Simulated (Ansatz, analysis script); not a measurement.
# Energy of spin spirals in CrBr2

Does a spiral lie below the collinear start of CrBr2, and how stiff are the moments?

Program: Ansatz 0.2.0. Level of theory: PBEsol, PAW set soft_1 (files made for PBE). Results are calculated unless marked as measured.

Most raw output is cut from this account.

## 1. Starting point

Symmetry: C2/m, No. 12, monoclinic system. Conventional cell: a = 7.489 Å, b = 3.662 Å, c = 6.507 Å, α = 90.00°, β = 96.41°, γ = 90.00°. Nearest to Cr lie 6 Br at 2.55 to 3.20 Å. Nearest to Br lie 3 Cr at 2.55 to 3.20 Å. Farther neighbours and most contacts between anions are not listed.

The cell comes from the Materials Project, a database of computed structures, and the real compound, where it exists, may take another one.

## 2. The collinear state

The work starts on two spin channels, which tell the size of the moments.

Contents of input.yaml:

```yaml
crystal:
  lattice:
    - [3.744669, -1.831055, 0.0]
    - [3.744669, 1.831055, 0.0]
    - [-0.726847, 0.0, 6.465946]
  atoms:
    - { symbol: Cr, position: [0.0, 0.0, 0.0], spin: 3.0 }
    - { symbol: Br, position: [0.645774, 0.645774, 0.233228] }
    - { symbol: Br, position: [0.354226, 0.354226, 0.766772] }
magnetization:
  spin_polarized: true
kpoints:
  mp_grid: { grid: [8, 8, 4] }
hamiltonian:
  xc: pbesol
  pseudopotentials: { kind: paw, azcp: { folder: soft_1 }, xc_functional: pbe }
scf:
  occupations: { method: fermi_dirac, width: 0.05 }
  max_iter: 120
  convergence: { dr2_threshold: 1.0e-08 }
  lower_state_search: "off"
output:
  write_density: true
  write_potential: true
  elf: true
  volumetric_format: npy
```

The run is started by

```
ansatz run input.yaml --threads 1 --pin off --max-ram 2048MiB --backend cpu --events-out ev --progress --plain --runs-dir out
```

Wall time 21 s (1 thread of Arm Neoverse V2, shared host); peak memory 0.45 GiB.

Spin moment in the atom's sphere by atom:

```csv
atom,spin moment in the atom's sphere (μB)
Cr1,3.50
Br2,-0.02
Br3,-0.02
```

Tables count atoms from 1; parts of the log count from 0.

The run ends ferromagnetic, with a net moment of 4 μB a cell. With one Cr atom carrying the moment, parallel order of its images is forced by the cell, not found.

Spin density in the ac plane of the conventional cell at fractional y = 0.000, with atoms of Cr and Br within 0.2 Å of it.

Ten even steps from '0' (0.0 e/Å³) to '9' (4.6 e/Å³), each cell a mean:
```
730000000000000000026
210000000000000000012
000000000000000000000
000000000000000000000
000000000000000000000
000000000000000000000
000000000000000000000
000000000000000000000
000000000000000000000
000000000000000000000
000000000000000000000
000000000000000000000
000000000000000000000
000000000000000000000
000000000000000000000
100000000000000000000
420000000000000000013
941000000000000000027
```
Columns run along a (7.5 Å), rows up along c (6.5 Å), edges of the conventional cell, whose origin can differ from the input's. Atoms in or near the plane, at fractional coordinates: Cr at (0.00, 0.00), Br at (0.65, 0.23), Br at (0.35, 0.77).

Valence density in the ac plane of the conventional cell at fractional y = 0.000, with atoms of Cr and Br within 0.2 Å of it. It is the smooth field of the valence electrons, not physical close to the nuclei.

Ten steps, logarithmic in the rise over the least value, from '_' (0 e/Å³) to '@' (19 e/Å³), each cell a mean:
```
@@##--........::::........________..::**%%
**==::....::--------::..__________....==**
::........--======--::..__________......::
..____..::----..::==--..____________......
______..::==--..--==::..__________________
______..::--======--::..__________________
________..::------::..____________________
__________..........______________________
__________________________________________
__________________________......__________
______________________..::::::::..________
____________________..::--====--::..______
____________________..--==----==--..______
__....____________..::----__::==--..______
........__________..::--==----==::........
==--::..__________....----==----::....::--
%%**--..__________....::::::::::......==##
@@%%==..______..................__..::**@@
```
Columns run along a (7.5 Å), rows up along c (6.5 Å), edges of the conventional cell, whose origin can differ from the input's. Atoms in or near the plane, at fractional coordinates: Cr at (0.00, 0.00), Br at (0.65, 0.23), Br at (0.35, 0.77).

ELF in the ac plane of the conventional cell at fractional y = 0.000, with atoms of Cr and Br within 0.2 Å of it. It is the smooth field of the valence electrons, not physical close to the nuclei.

Values, 10 rows by 16 columns, each cell a mean:
```
0.67 0.41 0.17 0.26 0.57 0.70 0.68 0.51 0.25 0.11 0.09 0.06 0.07 0.13 0.36 0.65
0.22 0.15 0.24 0.69 0.84 0.54 0.55 0.80 0.60 0.19 0.03 0.02 0.05 0.10 0.13 0.20
0.07 0.08 0.42 0.83 0.77 0.24 0.41 0.84 0.70 0.23 0.02 0.02 0.04 0.06 0.08 0.08
0.01 0.04 0.34 0.73 0.86 0.87 0.88 0.81 0.49 0.09 0.01 0.01 0.02 0.02 0.03 0.02
0.00 0.01 0.06 0.25 0.48 0.59 0.53 0.28 0.06 0.06 0.11 0.08 0.03 0.01 0.01 0.00
0.01 0.01 0.01 0.01 0.02 0.03 0.03 0.06 0.33 0.63 0.74 0.69 0.49 0.21 0.03 0.00
0.03 0.04 0.03 0.02 0.01 0.01 0.06 0.42 0.79 0.87 0.78 0.85 0.84 0.57 0.12 0.02
0.09 0.09 0.08 0.05 0.02 0.01 0.12 0.56 0.83 0.54 0.08 0.56 0.87 0.58 0.14 0.08
0.33 0.21 0.12 0.07 0.03 0.02 0.09 0.39 0.73 0.74 0.65 0.81 0.72 0.31 0.16 0.28
0.79 0.53 0.20 0.09 0.09 0.16 0.16 0.15 0.30 0.50 0.59 0.50 0.25 0.15 0.36 0.67
```
Columns run along a (7.5 Å), rows up along c (6.5 Å), edges of the conventional cell, whose origin can differ from the input's. Atoms in or near the plane, at fractional coordinates: Cr at (0.00, 0.00), Br at (0.65, 0.23), Br at (0.35, 0.77).

Each spiral starts from these moments, tilted 90° from the rotation axis z (a flat spiral); sizes are free, while the program holds flat spirals in their plane. Spin–orbit coupling is switched off, so the energy does not depend on how the axis lies in the crystal. The folder named start holds the saved collinear state, from which each run begins.

## 3. q = (0, 0, 0)

The reference is the same input at q = 0, so that basis and exchange-correlation form match those at other q. Every q is chosen so that q/2 is a mesh vector: every spiral then samples the k-points of q = 0, and much mesh noise cancels.

input.yaml, the sections that differ from step 2:

```yaml
crystal:
  lattice:
    - [3.744669, -1.831055, 0.0]
    - [3.744669, 1.831055, 0.0]
    - [-0.726847, 0.0, 6.465946]
  atoms:
    - { symbol: Cr, position: [0.0, 0.0, 0.0], spin: 3.5, spin_axis: [1.0, 0.0, 0.0] }
    - { symbol: Br, position: [0.645774, 0.645774, 0.233228] }
    - { symbol: Br, position: [0.354226, 0.354226, 0.766772] }
basis:
  ecutwfc: 420.0
magnetization:
  noncollinear: true
  spin_spiral: { q: [0.0, 0.0, 0.0] }
checkpoint:
  read: start
# kpoints, hamiltonian, scf: as in step 2
# output: removed
```

Run time: 39 s. Hardware: 1 thread; peak memory 0.64 GiB.

The largest moment is 3.50 μB, against 3.50 μB in the collinear run.

## 4. q = (-0.75, -0.25, 0)

Only q changes. The cell stays that of the crystal, since the generalised Bloch theorem carries the rotation from cell to cell.

Changes to input.yaml since step 3:

```diff
@@ -23,3 +23,3 @@
   noncollinear: true
-  spin_spiral: { q: [0.0, 0.0, 0.0] }
+  spin_spiral: { q: [-0.75, -0.25, 0.0] }
 checkpoint:
```

Run time: 95 s. Hardware: 1 thread; peak memory 0.89 GiB.

The energy of the cell lies 23.1 meV below that at q = 0, and the largest moment is 3.46 μB against 3.50 μB.

## 5. q = (-0.5, -0.5, 0)

Changes to input.yaml since step 4:

```diff
@@ -23,3 +23,3 @@
   noncollinear: true
-  spin_spiral: { q: [-0.75, -0.25, 0.0] }
+  spin_spiral: { q: [-0.5, -0.5, 0.0] }
 checkpoint:
```

Run time: 54 s. Hardware: 1 thread; peak memory 0.67 GiB.

The energy of the cell lies 17.3 meV below that at q = 0, and the largest moment is 3.48 μB against 3.50 μB.

## 6. q = (-0.25, -0.25, 0)

Changes to input.yaml since step 5:

```diff
@@ -23,3 +23,3 @@
   noncollinear: true
-  spin_spiral: { q: [-0.5, -0.5, 0.0] }
+  spin_spiral: { q: [-0.25, -0.25, 0.0] }
 checkpoint:
```

Elapsed: 52 s, on 1 thread; peak memory 0.66 GiB.

The energy of the cell lies 8.26 meV below that at q = 0, and the largest moment is 3.49 μB against 3.50 μB.

## 7. q = (0, 0, 0.5)

Changes to input.yaml since step 6:

```diff
@@ -23,3 +23,3 @@
   noncollinear: true
-  spin_spiral: { q: [-0.25, -0.25, 0.0] }
+  spin_spiral: { q: [0.0, 0.0, 0.5] }
 checkpoint:
```

Run time: 55 s. Hardware: 1 thread; peak memory 0.66 GiB.

The energy of the cell lies 0.622 meV above that at q = 0, and the largest moment is 3.50 μB against 3.50 μB.

The other 2 runs of this kind were made alike; their results stand in the table below.

## 8. E(q)

```csv
q (reciprocal lattice),path length (1/Å),E(q) − E(0) (meV a magnetic atom),|m| Cr no. 1 (μB)
"(0, 0, 0)",0.000,0.00,3.50
"(-0.25, 0.25, 0)",0.858,-23.12,3.46
"(-0.5, 0, 0)",1.280,-23.93,3.46
"(-0.75, -0.25, 0)",1.702,-23.12,3.46
"(-0.5, -0.5, 0)",2.560,-17.28,3.48
"(-0.25, -0.25, 0)",2.982,-8.26,3.49
"(0, 0, 0)",3.404,0.00,3.50
"(0, 0, 0.5)",3.890,0.62,3.50
```

## 9. Results

| Item | Value |
| --- | --- |
| lowest point of the path | q = (-0.5, 0, 0), -23.9 meV a magnetic atom from q = 0 |
| highest point | 0.622 meV a magnetic atom |

**Reading.** The state at q = (-0.5, 0, 0) lies 23.9 meV a magnetic atom below the ferromagnetic start, so that start is not the lowest state; a flat spiral with q made of halves, on one magnetic atom a cell, is a collinear order of a doubled cell. The moments change by at most 2 % from their size at q = 0, so they are well localised. No spin model is given, since the independent points are too few for the number of shells that the script fitted. The 7 spiral runs took 7.3 min of wall time, added up. Without a U, semilocal functionals delocalise the d or f electrons of such compounds, which shrinks moments, overestimates superexchange, narrows or closes the gap and can change the order. In doubt: the program's search for lower states was switched off, so a lower magnetic state than those reached may exist.

[Logs and program files are shortened in this print: banners, set-up blocks, solver, clock and traceback lines can be left out without a mark of their own.]

[Logs are printed without paths, hosts, clocks, repeated set-up lines and the standing remarks that a program may print on its own settings, such as how far it seeks lower states.]

[Hosts, paths, dates, database ids (printed as entryN), source tags and the programs' standing remarks are cut or masked in the printed files.]
